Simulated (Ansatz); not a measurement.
# How many bands does the GW gap of RbSb4F13 (I4/m) need?, part 2 of 2

How do accuracy and time trade against each other in G0W0 on RbSb4F13 (I4/m)?

Ansatz 0.2.0; G0W0 on PBE, plane waves, PAW; PAW set soft_1. Known limits of the many-body steps: not at the basis limit; no spin-orbit coupling; coarse k mesh.

So far. Step 4 (1025 empty bands, screening to 130 eV): Against the run with 4×4×4 mesh, 476 empty bands, screening to 78 eV, PAW set soft_1 files, the gap moves by +0.02 eV.

### 5. Changing the k mesh: 2×2×2 mesh, 476 empty bands, screening to 78 eV, PAW set soft_1 files

A second mesh at equal bands and cutoff isolates the sampling error. Bands and cutoff differ from the step before, so it is read against an earlier run that matches them.

input.yaml

```yaml
crystal:
  lattice:
    - [-4.8175, 4.8175, 3.2815]
    - [4.8175, -4.8175, 3.2815]
    - [4.8175, 4.8175, -3.2815]
  atoms:
    - { symbol: Rb, position: [0.5, 0.5, 0.0] }
    - { symbol: Sb, position: [0.0063970689, 0.2770921314, 0.2834892002] }
    - { symbol: Sb, position: [0.2770921314, 0.9936029311, 0.2706950625] }
    - { symbol: Sb, position: [0.9936029311, 0.7229078686, 0.7165107998] }
    - { symbol: Sb, position: [0.7229078686, 0.0063970689, 0.7293049375] }
    - { symbol: F, position: [0.0, 0.0, 0.0] }
    - { symbol: F, position: [0.5614796371, 0.8766087358, 0.4380883729] }
    - { symbol: F, position: [0.8766087358, 0.4385203629, 0.3151290987] }
    - { symbol: F, position: [0.4385203629, 0.1233912642, 0.5619116271] }
    - { symbol: F, position: [0.1233912642, 0.5614796371, 0.6848709013] }
    - { symbol: F, position: [0.4300990428, 0.3344864191, 0.3207384218] }
    - { symbol: F, position: [0.3344864191, 0.0137479972, 0.9043873762] }
    - { symbol: F, position: [0.0137479972, 0.109360621, 0.6792615782] }
    - { symbol: F, position: [0.109360621, 0.4300990428, 0.0956126238] }
    - { symbol: F, position: [0.5699009572, 0.6655135809, 0.6792615782] }
    - { symbol: F, position: [0.6655135809, 0.9862520028, 0.0956126238] }
    - { symbol: F, position: [0.9862520028, 0.890639379, 0.3207384218] }
    - { symbol: F, position: [0.890639379, 0.5699009572, 0.9043873762] }
kpoints:
  mp_grid: { grid: [2, 2, 2] }
hamiltonian:
  xc: pbe
  pseudopotentials: { kind: paw, azcp: { folder: soft_1 } }
scf:
  occupations: { method: fixed }
gw:
  n_empty_bands: 476
  ecut_chi: 78
  qp_bands: [v4, c4]
  qp_kpoints: band_edges
  screening: { model: contour_deformation }
```

Started as:

```bash
ansatz run input.yaml --threads 2 --pin off --max-ram 92160MiB --backend cuda --events-out ev --progress --plain --runs-dir out --devices 1 --max-vram 13GiB
```

Numbers of over 12 decimals in the logs are rounded to 6 here.

The program printed:

```text
GPUs: using 1 of 1 available (devices: 1).
[...]
GPU FFT provider: cuFFT
GPU libraries: cuBLAS 13.8.2, cuFFT 12.4.0, cuSOLVER 12.3.4
Crystal: 18 atoms, lattice volume = 304.632 Å³
Basis set: ecut = 420 eV, 5959 PW (Γ)
Bands: 98, of which v1, the nominal top of the filled ones, is band 80 counted from 1 (79 counted from 0)
Symmetry: 8 space group operations
[...]
k-points: 4 of 8
[...]
0    84      8.5420   -10.0718    -3.2055   -14.6938  0.8267     9.9810     9.9583  root
[...]
3    81      7.8602   -10.6716    -3.0285   -15.0070  0.8319     9.1833     9.1671  root
     3    82      7.8801   -10.6877    -2.9056   -14.9115  0.8282     9.2157     9.1984  root
     3    83      7.9044    -9.5595    -3.0921   -13.8677  0.8347     9.1345     9.1204  root
     3    84      8.8310   -10.5589    -3.2308   -15.2813  0.8221    10.3495    10.3226  root
[key lines of the parts left out:]
SCF converged after 11 iterations
Free energy (F): -39720.303151 eV
Fermi energy:    2.873572 eV
```

Run time: 11 s. Hardware: 1 × NVIDIA H100 80GB HBM3 (shared by 6 runs) with 2 threads of AMD EPYC 7R13 (Zen 3), shared host; peak memory 1.5 GiB; 9.6 s of CPU time.

This step gave:

```
bands summed                                 : 556
RPA ε∞ on this mesh (eigenvalues)            : 2.395, 2.641, 2.641
plane waves in the screening matrix          : 473
G0W0 gap on the mesh                         : 7.427 eV
k of the valence top                         : 0, 0, -0.5
k of the conduction bottom                   : 0, -0.5, 0
starting gap on the mesh                     : 4.887 eV
least direct G0W0 gap on the computed points : 7.484 eV
```

Against the run with 4×4×4 mesh, 476 empty bands, screening to 78 eV, PAW set soft_1 files, the gap moves by +0.13 eV, while the start moved by +0.13 eV. A band edge is found at another k point on this mesh.

### 6. Changing the frequency model: 4×4×4 mesh, 1025 empty bands, screening to 130 eV, plasmon pole, PAW set soft_1 files

A plasmon pole stands in for the full frequency dependence of the screening; this run shows what that costs in accuracy. Bands and cutoff differ from the step before, so it is read against an earlier run that matches them.

Changes to input.yaml since step 5:

```diff
@@ -25,3 +25,3 @@
 kpoints:
-  mp_grid: { grid: [2, 2, 2] }
+  mp_grid: { grid: [4, 4, 4] }
 hamiltonian:
@@ -32,6 +32,6 @@
 gw:
-  n_empty_bands: 476
-  ecut_chi: 78
+  n_empty_bands: 1025
+  ecut_chi: 130.0
   qp_bands: [v4, c4]
   qp_kpoints: band_edges
-  screening: { model: contour_deformation }
+  screening: { model: godby_needs }
```

The program printed:

```text
GPUs: using 1 of 1 available (devices: 1).
[...]
GPU FFT provider: cuFFT
GPU libraries: cuBLAS 13.8.2, cuFFT 12.4.0, cuSOLVER 12.3.4
Crystal: 18 atoms, lattice volume = 304.632 Å³
Basis set: ecut = 420 eV, 5959 PW (Γ)
Bands: 98, of which v1, the nominal top of the filled ones, is band 80 counted from 1 (79 counted from 0)
Symmetry: 8 space group operations
[...]
k-points: 14 of 64
[...]
0    84      8.5419   -10.0996    -3.2575   -14.6937  0.8466     9.8862     9.8785  root
[...]
13    81      7.8601   -10.7189    -3.0634   -15.0071  0.8478     9.0906     9.0849  root
    13    82      7.8801   -10.7172    -2.9470   -14.9114  0.8458     9.1331     9.1272  root
    13    83      7.9043    -9.6015    -3.1392   -13.8677  0.8514     9.0358     9.0313  root
    13    84      8.8310   -10.5793    -3.2855   -15.2813  0.8435    10.2564    10.2475  root
[key lines of the parts left out:]
SCF converged after 11 iterations
Free energy (F): -39720.304936 eV
Fermi energy:    2.887139 eV
```

The job ended after 8.6 min (1 × NVIDIA H100 80GB HBM3 (shared by 6 runs) with 2 threads; peak memory 14 GiB).

Numbers from this step:

| Property | Result |
| --- | --- |
| bands summed | 1105 |
| plasmon-pole fit frequency | 26.91 eV |
| RPA ε∞ on this mesh (eigenvalues) | 2.388, 2.631, 2.631 |
| plane waves in the screening matrix | 999 |
| G0W0 gap on the mesh | 7.375 eV |
| k of the valence top | 0.25, 0.25, 0.25 |
| k of the conduction bottom | 0.25, 0.25, -0.25 |
| starting gap on the mesh | 4.755 eV |
| least direct G0W0 gap on the computed points | 7.388 eV |

Against the run with 4×4×4 mesh, 1025 empty bands, screening to 130 eV, PAW set soft_1 files, the gap moves by +0.05 eV.

### 7. Side by side

Times are wall times on 1 × NVIDIA H100 80GB HBM3 (shared by 6 runs) with 2 threads of AMD EPYC 7R13 (Zen 3), shared host, good to a factor of about two.

| mesh | files | frequency | bands summed | cutoff (eV) | start (eV) | G0W0 (eV) | time | host memory (GiB) |
| --- | --- | --- | --- | --- | --- | --- | --- | --- |
| 4×4×4 | PAW set soft_1 | contour deformation | 248 | 39 | 4.755 | 7.470 | 40 s | 1.6 |
| 4×4×4 | PAW set soft_1 | contour deformation | 556 | 78 | 4.755 | 7.298 | 96 s | 2.6 |
| 4×4×4 | PAW set soft_1 | contour deformation | 1105 | 130 | 4.755 | 7.321 | 5.2 min | 5.4 |
| 2×2×2 | PAW set soft_1 | contour deformation | 556 | 78 | 4.887 | 7.427 | 11 s | 1.5 |
| 4×4×4 | PAW set soft_1 | plasmon pole | 1105 | 130 | 4.755 | 7.375 | 8.6 min | 14 |

The parts of the quasiparticle energy at the two band edges (eV; QP = start + Σx + Σc − Vxc):

| run | edge | start | Σx | Σc | Vxc | Z | QP |
| --- | --- | --- | --- | --- | --- | --- | --- |
| 248 bands | valence top | 2.89 | -25.52 | 3.18 | -21.05 | 0.80 | 1.59 |
| 248 bands | conduction bottom | 7.64 | -10.68 | -2.64 | -14.74 | 0.84 | 9.06 |
| 556 bands | valence top | 2.89 | -25.52 | 3.18 | -21.05 | 0.79 | 1.60 |
| 556 bands | conduction bottom | 7.64 | -10.68 | -2.80 | -14.74 | 0.83 | 8.89 |
| 1105 bands | valence top | 2.89 | -25.52 | 3.04 | -21.05 | 0.79 | 1.45 |
| 1105 bands | conduction bottom | 7.64 | -10.68 | -2.93 | -14.74 | 0.83 | 8.77 |

### 8. Outcome

* 248 bands, 39 eV: 7.470 eV
* 556 bands, 78 eV: 7.298 eV
* 1105 bands, 130 eV: 7.321 eV
* mesh and start: 4×4×4, PBE

**Reading.** From 248 to 1105 bands the gap moves by −0.15 eV while the time grows 7.7-fold. Σc changes by −0.14 eV at the valence top and −0.29 eV at the conduction bottom, so the conduction edge carries most of the change. The gap turns back along the series, so no limit is drawn from it. On the 2×2×2 mesh in place of 4×4×4 the gap differs by +0.13 eV, of which +0.13 eV is already in the start. The plasmon-pole model gives +0.05 eV against contour deformation, 2 % of the correction, and saved no time in this program. The many-body steps are scalar-relativistic: spin-orbit coupling is not in them.

[Paths, hosts, dates, memory and timing lines, banners, echoed tables and standing remarks are left out of the program output.]

[Logs are printed without paths, hosts, clocks, repeated set-up lines and the standing remarks that a program may print on its own settings, such as how far it seeks lower states.]

[Runs of the session that timed out or met a known fault of the program may be left out.]

[Cells called generated may have been cut or substituted from an entry of the Crystallography Open Database or the Materials Project.]

[Hosts, paths, dates, database ids (printed as entryN), source tags and the programs' standing remarks are cut or masked in the printed files.]
